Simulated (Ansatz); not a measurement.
## Bi (R-3m, 2 atoms in the cell) under uniaxial strain along c

Aim: how do the optical modes of Bi (R-3m, 2 atoms in the cell) shift and split under this strain?

Main program and level: Ansatz 0.2.0; DFT LDA, scalar-relativistic, plane waves, PAW; PAW set soft_1.

The database entry behind the starting cell lists a temperature near 78 K, so it need not match the best structure at ambient conditions.

## (1) The structure

It takes space group R-3m (No. 166, trigonal). Conventional cell: a = 4.535 Å, b = 4.535 Å, c = 11.814 Å, α = 90.00°, β = 90.00°, γ = 120.00°. Bi has 3 Bi at 3.06 Å nearest.

## (2) Bringing the structure to rest

Harmonic phonons are second derivatives at a point where the forces vanish, and they are wanted at zero stress, so atoms and cell are relaxed first.

The input, input.yaml:

```yaml
crystal:
  lattice:
    - [2.2675, 1.3091417354, 3.938]
    - [-2.2675, 1.3091417354, 3.938]
    - [0.0, -2.6182834708, 3.938]
  atoms:
    - { symbol: Bi, position: [0.234, 0.234, 0.234] }
    - { symbol: Bi, position: [0.766, 0.766, 0.766] }
kpoints:
  mp_grid: { grid: [12, 12, 12] }
hamiltonian:
  xc: lda
  pseudopotentials: { kind: paw, azcp: { folder: soft_1 }, xc_functional: pbe }
scf:
  occupations: { method: gaussian, width: 0.1 }
output:
  forces: true
  stress: true
  eigenvalues: true
relax:
  adjacent_minimum: "off"
  f_tol: 0.005
  max_steps: 80
  cell: { stress_tol: 0.05 }
```

Command:

```sh
$ ansatz run input.yaml --threads 4 --pin off --max-ram 10240MiB --backend cpu --events-out ev --progress --plain --runs-dir out
```

Numbers of over 12 decimals in the logs are rounded to 6 here.

Log:

```text
Engine: ansatz 0.2.0, aarch64-unknown-linux-gnu
Pseudopotentials: kind: paw
Pseudopotential: Bi, paw, valence charge 15, recommended cutoff 420 eV (normal), soft_1/Bi.paw.azcp
Functional definition: SPW92
  exchange = slater_x
  correlation = pw_c
Crystal: 2 atoms, lattice volume = 70.139 Å³
Basis set: ecut = 420 eV, 1369 PW (Γ)
Bands: 19, of which v1, the nominal top of the filled ones, is band 15 counted from 1 (14 counted from 0)
Symmetry: 12 space group operations
Space group: R-3m (ITA 166), of the structure as read, at distance tolerance 4.1e-5 Å
k-points: 189 of 1728
Non-local potential: Bi, projectors of the file, l = 0: 2, l = 1: 2, l = 2: 2, l = 3: 1
PAW form: soft (Blöchl's): semilocal exchange-correlation on the pseudo side does not see the compensation charge
PAW frozen core: Bi, regenerated for the run's functional, and the local potential with it (the file was generated under x = pbe(κ = 0.804, μ = 0.219515), c = pbe(β = 0.066725))
PAW one-centre angular grid: Bi, 590 points (default); XC on 64 Gauss nodes
Initial density: superposition of atomic densities (chi_scale 0.1, normalization cell)
Initial wavefunctions: pseudopotential atomic-orbital guess
Functional: x = slater, c = lda
SCF iter   1: F=—  HF=-24175.695018 eV  |F-HF|=—  |Δ(HF+E_count)|=         —  Δρ=1.18e-2  dr2=8.37e-2  ethr=3.10e-3  ⟨swp⟩=6.0  Hψ=18132  notcnv=0
preconditioner: auto → Kerker (q_TF=auto, 2.368 Å⁻¹)  [metal: Δε(μ)=0.035 eV  Ē_g=20.176 eV  σ=0.100 eV  W_gap=0.19  n_scr=14 (ndim 8)  ℏωp=24.3 eV  f_vac=0.000  D(μ)=0.21/eV (n_scr^D=0)]
SCF iter   2: F=—  HF=-24175.677918 eV  |F-HF|=—  |Δ(HF+E_count)|=   1.71e-2  Δρ=7.37e-3  dr2=3.57e-2  ethr=2.79e-4  ⟨swp⟩=1.0  Hψ=5103  notcnv=0
SCF iter   3: F=—  HF=-24175.669883 eV  |F-HF|=—  |Δ(HF+E_count)|=   8.04e-3  Δρ=1.02e-3  dr2=1.28e-3  ethr=1.19e-4  ⟨swp⟩=2.1  Hψ=6439  notcnv=0
SCF iter   4: F=—  HF=-24175.669687 eV  |F-HF|=—  |Δ(HF+E_count)|=   1.96e-4  Δρ=3.48e-4  dr2=1.39e-4  ethr=4.27e-6  ⟨swp⟩=3.0  Hψ=6439  notcnv=0
SCF iter   5: F=—  HF=-24175.669681 eV  |F-HF|=—  |Δ(HF+E_count)|=   5.78e-6  Δρ=1.57e-4  dr2=2.26e-5  ethr=4.62e-7  ⟨swp⟩=2.0  Hψ=6294  notcnv=0
SCF iter   6: F=—  HF=-24175.669673 eV  |F-HF|=—  |Δ(HF+E_count)|=   8.42e-6  Δρ=2.37e-5  dr2=5.55e-7  ethr=7.54e-8  ⟨swp⟩=2.0  Hψ=6428  notcnv=0
SCF iter   7: F=-24175.669673 eV  HF=-24175.669673 eV  |F-HF|=9.75e-9  |Δ(HF+E_count)|=   4.64e-8  Δρ=5.58e-6  dr2=3.66e-8  ethr=3.33e-10  ⟨swp⟩=6.0  Hψ=17237  notcnv=0
SCF 1 converged in 7 iterations: F = -24175.669673 eV  dr2 = 3.66e-8
  greatest PAW one-centre occupation: 0.988 electrons in one spin orbital (limit 2), on the Bi atom at site 1 (counted from 0), in its partial waves of l = 2
relax step   1: F+E_penalty+E_count = -24175.66967278 eV  Δ(F+E_penalty+E_count) = +0.000e0 eV  max|allowed force component| = 7.326e-2 eV/Å  Δτ_max = 0.0000 Å  P = -1.450 GPa  Ω = 70.139 Å³  (7 SCF iters, dr2 threshold 1.00e-7 eV, accepted)
Crystal: 2 atoms, lattice volume = 66.830 Å³
Basis set: ecut = 420 eV, 1309 PW (Γ)
Initial density: handed on by an earlier stage of this run
Initial wavefunctions: those handed on with the density
iter 1 solved again at ethr=1.69e-6 eV; its pass at ethr=3.10e-3 eV (dr2=5.06e-4 eV) is discarded
SCF iter   1: F=—  HF=-24175.683083 eV  |F-HF|=—  |Δ(HF+E_count)|=         —  Δρ=1.02e-3  dr2=5.18e-4  ethr=1.69e-6  ⟨swp⟩=2.4  Hψ=24823  notcnv=0
preconditioner: auto → Kerker (q_TF=auto, 2.387 Å⁻¹)  [metal: Δε(μ)=0.063 eV  Ē_g=20.430 eV  σ=0.100 eV  W_gap=0.33  n_scr=14 (ndim 8)  ℏωp=24.9 eV  f_vac=0.000  D(μ)=0.25/eV (n_scr^D=0)]
SCF iter   2: F=—  HF=-24175.683026 eV  |F-HF|=—  |Δ(HF+E_count)|=   5.68e-5  Δρ=6.03e-4  dr2=2.15e-4  ethr=1.69e-6  ⟨swp⟩=1.0  Hψ=3591  notcnv=0
SCF iter   3: F=—  HF=-24175.683011 eV  |F-HF|=—  |Δ(HF+E_count)|=   1.51e-5  Δρ=1.42e-4  dr2=2.35e-5  ethr=7.15e-7  ⟨swp⟩=1.0  Hψ=3591  notcnv=0
SCF iter   4: F=—  HF=-24175.683011 eV  |F-HF|=—  |Δ(HF+E_count)|=   5.52e-8  Δρ=4.58e-5  dr2=2.06e-6  ethr=7.84e-8  ⟨swp⟩=1.0  Hψ=3591  notcnv=0
SCF iter   5: F=-24175.683011 eV  HF=-24175.683011 eV  |F-HF|=1.48e-8  |Δ(HF+E_count)|=   6.10e-8  Δρ=1.14e-5  dr2=7.38e-8  ethr=6.67e-10  ⟨swp⟩=3.0  Hψ=14561  notcnv=0
SCF 2 converged in 5 iterations: F = -24175.683011 eV  dr2 = 7.38e-8
relax step   2: F+E_penalty+E_count = -24175.68301072 eV  Δ(F+E_penalty+E_count) = -1.334e-2 eV  max|allowed force component| = 1.056e-1 eV/Å  Δτ_max = 0.0212 Å  P = +0.604 GPa  Ω = 66.830 Å³  energy of the carried Pulay correction = +2.472e-4 eV  (5 SCF iters, dr2 threshold 2.00e-7 eV, accepted)
Crystal: 2 atoms, lattice volume = 67.351 Å³
iter 1 solved again at ethr=3.09e-7 eV; its pass at ethr=3.10e-3 eV (dr2=9.28e-5 eV) is discarded
SCF iter   1: F=—  HF=-24175.686020 eV  |F-HF|=—  |Δ(HF+E_count)|=         —  Δρ=3.81e-4  dr2=9.43e-5  ethr=3.09e-7  ⟨swp⟩=3.5  Hψ=24460  notcnv=0
preconditioner: auto → Kerker (q_TF=auto, 2.384 Å⁻¹)  [metal: Δε(μ)=0.074 eV  Ē_g=20.398 eV  σ=0.100 eV  W_gap=0.38  n_scr=14 (ndim 8)  ℏωp=24.8 eV  f_vac=0.001  D(μ)=0.25/eV (n_scr^D=0)]
SCF iter   2: F=—  HF=-24175.686009 eV  |F-HF|=—  |Δ(HF+E_count)|=   1.09e-5  Δρ=2.38e-4  dr2=4.38e-5  ethr=3.09e-7  ⟨swp⟩=1.0  Hψ=3591  notcnv=0
SCF iter   3: F=—  HF=-24175.685998 eV  |F-HF|=—  |Δ(HF+E_count)|=   1.05e-5  Δρ=4.12e-5  dr2=2.27e-6  ethr=1.46e-7  ⟨swp⟩=2.5  Hψ=4834  notcnv=0
SCF iter   4: F=-24175.685998 eV  HF=-24175.685998 eV  |F-HF|=2.06e-8  |Δ(HF+E_count)|=   3.43e-7  Δρ=1.21e-5  dr2=1.18e-7  ethr=6.67e-10  ⟨swp⟩=3.1  Hψ=14604  notcnv=0
SCF 3 converged in 4 iterations: F = -24175.685998 eV  dr2 = 1.18e-7
relax step   3: F+E_penalty+E_count = -24175.68599789 eV  Δ(F+E_penalty+E_count) = -2.987e-3 eV  max|allowed force component| = 2.409e-2 eV/Å  Δτ_max = 0.0074 Å  P = -0.008 GPa  Ω = 67.351 Å³  energy of the carried Pulay correction = +2.075e-4 eV  (4 SCF iters, dr2 threshold 2.00e-7 eV, accepted)
[...]
relax step   4: F+E_penalty+E_count = -24175.68719833 eV  Δ(F+E_penalty+E_count) = -1.200e-3 eV  max|allowed force component| = 1.130e-2 eV/Å  Δτ_max = 0.0115 Å  P = +0.042 GPa  Ω = 66.942 Å³  energy of the carried Pulay correction = +2.386e-4 eV  (4 SCF iters, dr2 threshold 2.00e-7 eV, accepted)
[...]
relax step   5: F+E_penalty+E_count = -24175.68722828 eV  Δ(F+E_penalty+E_count) = -2.995e-5 eV  max|allowed force component| = 4.308e-3 eV/Å  Δτ_max = 0.0028 Å  P = +0.010 GPa  Ω = 67.041 Å³  energy of the carried Pulay correction = +2.311e-4 eV  (4 SCF iters, dr2 threshold 8.05e-9 eV, accepted)
Initial wavefunctions: pseudopotential atomic-orbital guess (no wavefunctions were taken with the density)
iter 1 solved again at ethr=1.99e-7 eV; its pass at ethr=3.10e-3 eV (dr2=5.96e-5 eV) is discarded
SCF iter   1: F=—  HF=-24175.687003 eV  |F-HF|=—  |Δ(HF+E_count)|=         —  Δρ=3.15e-5  dr2=1.22e-7  ethr=1.99e-7  ⟨swp⟩=3.8  Hψ=29549  notcnv=0
preconditioner: auto → Kerker (q_TF=auto, 2.386 Å⁻¹)  [metal: Δε(μ)=0.093 eV  Ē_g=20.414 eV  σ=0.100 eV  W_gap=0.42  n_scr=14 (ndim 8)  ℏωp=24.8 eV  f_vac=0.000  D(μ)=0.23/eV (n_scr^D=0)]
SCF iter   2: F=—  HF=-24175.687005 eV  |F-HF|=—  |Δ(HF+E_count)|=   1.39e-6  Δρ=1.65e-5  dr2=3.34e-8  ethr=4.06e-10  ⟨swp⟩=2.4  Hψ=6310  notcnv=0
SCF iter   3: F=—  HF=-24175.687005 eV  |F-HF|=—  |Δ(HF+E_count)|=   1.12e-8  Δρ=2.24e-6  dr2=1.64e-9  ethr=1.11e-10  ⟨swp⟩=2.2  Hψ=6389  notcnv=0
SCF iter   4: F=—  HF=-24175.687005 eV  |F-HF|=—  |Δ(HF+E_count)|=  1.56e-10  Δρ=3.65e-7  dr2=2.14e-10  ethr=5.45e-12  ⟨swp⟩=1.9  Hψ=4356  notcnv=0
SCF iter   5: F=—  HF=-24175.687005 eV  |F-HF|=—  |Δ(HF+E_count)|=  4.00e-11  Δρ=1.17e-7  dr2=2.14e-11  ethr=1.00e-12  ⟨swp⟩=2.2  Hψ=4433  notcnv=0
SCF iter   6: F=-24175.687005 eV  HF=-24175.687005 eV  |F-HF|=1.46e-11  |Δ(HF+E_count)|=  1.46e-11  Δρ=2.87e-8  dr2=1.05e-12  ethr=1.00e-12  ⟨swp⟩=5.1  Hψ=13833  notcnv=0
SCF 6 converged in 6 iterations: F = -24175.687005 eV  dr2 = 1.05e-12
relax step   6: F+E_penalty+E_count = -24175.68700465 eV  Δ(F+E_penalty+E_count) = +2.236e-4 eV  max|allowed force component| = 4.305e-3 eV/Å  Δτ_max = 0.0000 Å  P = +0.009 GPa  Ω = 67.041 Å³  stress off target by 1.83e-2 GPa  SCF on the basis re-selected at this cell (its energy is not comparable with the rows above)  (6 SCF iters)
basis re-selected at this cell: Δ(F+E_penalty+E_count) = +2.236e-4 eV, ΔP = -0.001 GPa vs the last step (what re-selecting the basis moved, of the pressure what is left beyond the Pulay correction that the steps carried, after the strain that the cell walked since its last selection, with what the two solves' SCF thresholds leave and, on support functions, any second-order correction that the steps lacked; it is no m [...]
SCF converged after 6 iterations
Free energy (F): -24175.687005 eV
Harris-Foulkes:  -24175.687005 eV  (|F-HF|=1.46e-11)
Internal energy: -24175.685846 eV  (E = F + TS)
E sigma→0 (E₀):  -24175.686426 eV
Entropy (-TS):   -0.001158 eV (-0.579 meV/atom)
Fermi energy:    10.115265 eV
--- Per-component energies (eV) ---
  E_band       = -205.747096
  E_kinetic    = 511.275898
  E_local      = -2644.265250  (includes V_loc(G=0)·N_el)
  E_nonlocal   = 825.191962
  E_hartree    = 980.961147
  E_xc         = -301.835956
  E_vxc        = -263.600785  (∫ρ·V_xc dr)
  E_paw        = -20705.236703  (= ΣΔE_a)
  E_vpaw       = -596.271633  (= ΣTr[D̂ρ^β])
  E_aug_tail   = 0.000447  (compensation charges beyond the density's cutoff)
  E_ewald      = -2841.767749
  E_core_change = -0.009642  (= ΣΔE_core)
  E_smearing   = -0.001158  (= −TS)
  E_closure    = 0.000000  (closes the sum)
  Σ components = -24175.687005   (vs F -24175.687005, Δ=0.00e0)
--- Forces (eV/Å), atoms counted from 1 ---
  atom   1  Bi     0.00000000    -0.00000000     0.00430452
  atom   2  Bi    -0.00000000     0.00000000    -0.00430452
  max |Σ_I F_I| component: 1.85e-17 eV/Å
--- Stress (GPa, compression-positive) ---
        0.004583       0.000000      -0.000000
        0.000000       0.004583       0.000000
       -0.000000       0.000000       0.018280
  P = ⅓ Tr σ = 0.0091 GPa (0.091 kbar)
--- Band table (eV; the first three rows and the last of 189) ---
  k-point 0: bands = [... 11 lower, 2.7094, 8.5820, 8.8110, 8.8110, 12.9120, 13.2098, 13.2098, 15.6943]
  k-point 1: bands = [... 11 lower, 2.5350, 8.6168, 8.8159, 8.8366, 12.7430, 12.8690, 13.0111, 15.3716]
  k-point 2: bands = [... 11 lower, 2.0594, 8.6856, 8.8361, 8.9242, 12.0662, 12.3998, 12.5218, 15.1414]
  k-point 188: bands = [... 11 lower, -0.1875, 9.2697, 9.5639, 9.5639, 10.5903, 10.5903, 10.6803, 17.5032]
--- Relaxed structure (5 steps of the walk, 5 accepted, 1 SCFs on fresh bases) ---
  F+E_penalty+E_count = -24175.68700465 eV   max|allowed force component| = 4.305e-3 eV/Å   (the final SCF, on the basis selected at the relaxed cell)
  cell:  # Å, volume = 67.0405 Å³
    - [2.247220, 1.297433, 3.832268]
    - [-2.247220, 1.297433, 3.832268]
    - [0, -2.594866, 3.832268]
  atoms:
    - { symbol: Bi, position: [0.237155, 0.237155, 0.237155] }
    - { symbol: Bi, position: [0.762845, 0.762845, 0.762845] }
```

Wall time 20 s (4 threads of Arm Neoverse V1, shared host); peak memory 0.5 GiB; 77 s of CPU time.

Step by step:

| step | energy less that of the first step (eV) | largest force component (eV/Å) | pressure (GPa) | volume (Å³) |
| --- | --- | --- | --- | --- |
| 1 | 0.0000 | 0.0733 | -1.45 | 70.14 |
| 2 | -0.0133 | 0.1056 | 0.60 | 66.83 |
| 3 | -0.0163 | 0.0241 | -0.01 | 67.35 |
| 4 | -0.0175 | 0.0113 | 0.04 | 66.94 |
| 5 | -0.0176 | 0.0043 | 0.01 | 67.04 |
| 6* | -0.0173 | 0.0043 | 0.01 | 67.04 |

Relaxation steps marked * repeat the geometry before them on a plane-wave basis chosen anew for their cell, so energy and pressure can jump there.

Forces are held to the 12 operations that the run works with; a distortion that breaks them can't arise in this run.

| conventional cell, symmetrised | before | after | change |
| --- | --- | --- | --- |
| a (Å) | 4.535 | 4.494 | -0.9 % |
| b (Å) | 4.535 | 4.494 | -0.9 % |
| c (Å) | 11.814 | 11.497 | -2.7 % |
| volume (Å³/atom) | 35.07 | 33.52 | -4.4 % |

The atoms that moved most (Å, as changes of fractional coordinates times the final cell):

| atom | dx | dy | dz | length |
| --- | --- | --- | --- | --- |
| Bi1 | 0.000 | 0.000 | 0.036 | 0.036 |
| Bi2 | 0.000 | 0.000 | -0.036 | 0.036 |

Final coordinates:

```cif
data_structure
_symmetry_space_group_name_H-M 'P 1'
_symmetry_Int_Tables_number 1
_cell_length_a 4.6281
_cell_length_b 4.6281
_cell_length_c 4.6281
_cell_angle_alpha 58.098
_cell_angle_beta 58.098
_cell_angle_gamma 58.098
_cell_volume 67.04
loop_
_atom_site_label
_atom_site_type_symbol
_atom_site_fract_x
_atom_site_fract_y
_atom_site_fract_z
_atom_site_occupancy
Bi1 Bi 0.23715 0.23715 0.23715 1
Bi2 Bi 0.76285 0.76285 0.76285 1
```

Numbers from this step:

* pressure: 0.009149 GPa
* volume per atom: 33.52 Å³
* gap on the k-mesh: 0 eV

In this step the volume went from 35.07 to 33.52 Å³/atom.

## (3) Tight relaxation

Phonons need small forces and stress, so the relaxation is finished with tight tolerances on 12×12×12 k points.

input.yaml, the sections that differ from step 2:

```yaml
crystal:
  lattice:
    - [2.247219754, 1.2974329299, 3.8322675002]
    - [-2.247219754, 1.2974329299, 3.8322675002]
    - [0.0, -2.5948658598, 3.8322675002]
  atoms:
    - { symbol: Bi, position: [0.2371545987, 0.2371545987, 0.2371545987] }
    - { symbol: Bi, position: [0.7628454013, 0.7628454013, 0.7628454013] }
scf:
  occupations: { method: methfessel_paxton, width: 0.2 }
relax:
  adjacent_minimum: "off"
  f_tol: 0.001
  max_steps: 60
  cell: { stress_tol: 0.01 }
# kpoints, hamiltonian, output: as in step 2
```

Log:

```text
[...]
Crystal: 2 atoms, lattice volume = 67.041 Å³
Basis set: ecut = 420 eV, 1291 PW (Γ)
Bands: 19, of which v1, the nominal top of the filled ones, is band 15 counted from 1 (14 counted from 0)
Symmetry: 12 space group operations
[...]
k-points: 189 of 1728
[...]
k-point 188: bands = [... 11 lower, -0.1895, 9.2714, 9.5648, 9.5648, 10.5909, 10.5909, 10.6806, 17.5001]
--- Relaxed structure (4 steps of the walk, 4 accepted, 1 SCFs on fresh bases) ---
[...]
cell:  # Å, volume = 67.0458 Å³
    - [2.246929, 1.297265, 3.833557]
    - [-2.246929, 1.297265, 3.833557]
    - [0, -2.594530, 3.833557]
  atoms:
    - { symbol: Bi, position: [0.237162, 0.237162, 0.237162] }
    - { symbol: Bi, position: [0.762838, 0.762838, 0.762838] }
[key lines of the parts left out:]
SCF converged after 4 iterations
Free energy (F): -24175.686074 eV
Fermi energy:    10.113420 eV
P = ⅓ Tr σ = 0.0015 GPa (0.015 kbar)
```

It took 15 s on 4 threads; peak memory 0.49 GiB; 59 s of CPU time.

Little changed from the start: no atom moved by 0.005 Å and no cell edge by 0.1 %.

Numbers from this step:

```yaml
pressure: 0.001474 GPa
```

The largest force component left is 0.17 meV/Å and the pressure is 0.001 GPa, within the tolerances set. The cell now holds 33.52 Å³/atom.

## (4) Zone-centre response at rest

The force constants come from the linear response of the density to a displacement.

The modes at rest are the reference of the series.

input.yaml, the sections that differ from step 3:

```yaml
crystal:
  lattice:
    - [2.2469292095, 1.2972651839, 3.8335573786]
    - [-2.2469292095, 1.2972651839, 3.8335573786]
    - [0.0, -2.5945303679, 3.8335573786]
  atoms:
    - { symbol: Bi, position: [0.2371620087, 0.2371620087, 0.2371620087] }
    - { symbol: Bi, position: [0.7628379913, 0.7628379913, 0.7628379913] }
output:
  eigenvalues: true
phonons:
  method: dfpt
# kpoints, hamiltonian, scf: as in step 3
# relax: removed
```

Log:

```text
[...]
Crystal: 2 atoms, lattice volume = 67.046 Å³
Basis set: ecut = 420 eV, 1291 PW (Γ), exchange–correlation on 64×64×64 points (8 copies of the dense FFT grid, shifted against one another)
Bands: 19, of which v1, the nominal top of the filled ones, is band 15 counted from 1 (14 counted from 0)
Symmetry: 12 space group operations
k-points: 476 of 1728 (irreducible under 2 space group operations, time reversal used)
[...]
SCF iter   1: F=—  HF=-24175.709801 eV  |F-HF|=—  |Δ(HF+E_count)|=         —  Δρ=1.16e-2  dr2=7.78e-2  ethr=3.10e-3  ⟨swp⟩=5.5  Hψ=43557  notcnv=0
[...]
SCF iter  10: F=-24175.686074 eV  HF=-24175.686074 eV  |F-HF|=1.09e-11  |Δ(HF+E_count)|=  1.82e-11  S|Δr|=    0.00e0  Δρ=7.16e-8  dr2=6.36e-12  ethr=1.00e-12  ⟨swp⟩=5.6  Hψ=39353  notcnv=0
SCF 1 converged in 10 iterations: F = -24175.686074 eV  dr2 = 6.36e-12
[...]
DFPT response loops at Γ: preconditioner auto → Kerker (q_TF=auto, 2.386 Å⁻¹) (partly filled bands, converged f_vac=0.000); β = 1.00, the filter's whole step (`scf.mixing.beta` (0.50) is not read by the response loops under this deck's `scf.mixing.preconditioner`; to damp them name `kerker` or `kerker_dos`, under which they read `scf.mixing.beta`, and type it under 1.00, their step now; both keys bind the ground state too); Broyden in place of MSR1
SCF converged after 10 iterations
[...]
Free energy (F): -24175.686074 eV
[...]
Internal energy: -24175.687662 eV  (E = F + TS)
E sigma→0 (E₀):  -24175.686471 eV
Entropy (-TS):   0.001587 eV (0.794 meV/atom)
Fermi energy:    10.113420 eV
[...]
--- Band table (eV; the first three rows and the last of 476) ---
  k-point 0: bands = [... 11 lower, 2.7075, 8.5774, 8.8117, 8.8117, 12.9115, 13.2081, 13.2081, 15.6905]
  k-point 1: bands = [... 11 lower, 2.5333, 8.6125, 8.8166, 8.8369, 12.7424, 12.8672, 13.0094, 15.3711]
  k-point 2: bands = [... 11 lower, 2.0580, 8.6820, 8.8366, 8.9232, 12.0644, 12.3990, 12.5201, 15.1407]
  k-point 475: bands = [... 11 lower, -0.1895, 9.2714, 9.5648, 9.5648, 10.5909, 10.5909, 10.6806, 17.5001]
--- Phonons (Γ-DFPT): 2 representative perturbations + reference, on 476 of 1728 k-points (Σ response iterations 4) ---
  k mesh reduced under 2 symmetry operations, with k and −k counted as one. Each operation leaves every solved perturbation unchanged. A smaller set is not used because it would not reduce the number of displacements times k-points to solve
  ASR residual: 2.541e-4 → 0.000e0 eV/Å²; symmetrization residual: 2.565e-5 eV/Å²
  ASR residual per site (eV/Å²): 2.54e-4 2.54e-4
  Γ frequencies (cm⁻¹): 0.00 0.00 0.00 64.24 64.24 99.58
  non-analytic LO–TO correction: not included (Born effective charges unavailable; polar crystals: no LO–TO splitting at Γ)
```

Run time: 37 s. Hardware: 4 threads; peak memory 1.7 GiB; 2.4 min of CPU time.

Numbers from this step:

- sum-rule residual before enforcement: 2.54e-4 eV/Å²
- point group: -3m
- highest optical mode at the zone centre (no LO-TO term): 99.58 cm⁻¹
- lowest optical zone-centre mode: 64.24 cm⁻¹

Patterns of degenerate modes are one choice out of their space. Modes at Γ:

| mode | frequency (cm⁻¹) | symmetry |
| --- | --- | --- |
| 1 | 0.0 | acoustic |
| 2 | 0.0 | acoustic |
| 3 | 0.0 | acoustic |
| 4 | 64.2 | Eg |
| 5 | 64.2 | Eg |
| 6 | 99.6 | A1g |

Displacements in mode 5 (64.2 cm⁻¹), the largest set to 1:
```
Bi1  0.00  1.00  0.00
Bi2  0.00 -1.00  0.00
```

Displacements in mode 6 (99.6 cm⁻¹), the largest set to 1:
```
Bi1  0.00  0.00 -1.00
Bi2  0.00  0.00  1.00
```

Before it was imposed, the acoustic sum rule was missed by 2.5e-4 eV/Å². Small misses are needed for a sound result but don't prove that mesh and cutoff are converged. The lowest optical mode is real, 64.2 cm⁻¹.

(Continued in part 2 of 2.)

[Logs are printed without paths, hosts, clocks, repeated set-up lines and the standing remarks that a program may print on its own settings, such as how far it seeks lower states.]

[Hosts, paths, dates, database ids (printed as entryN), source tags and the programs' standing remarks are cut or masked in the printed files.]
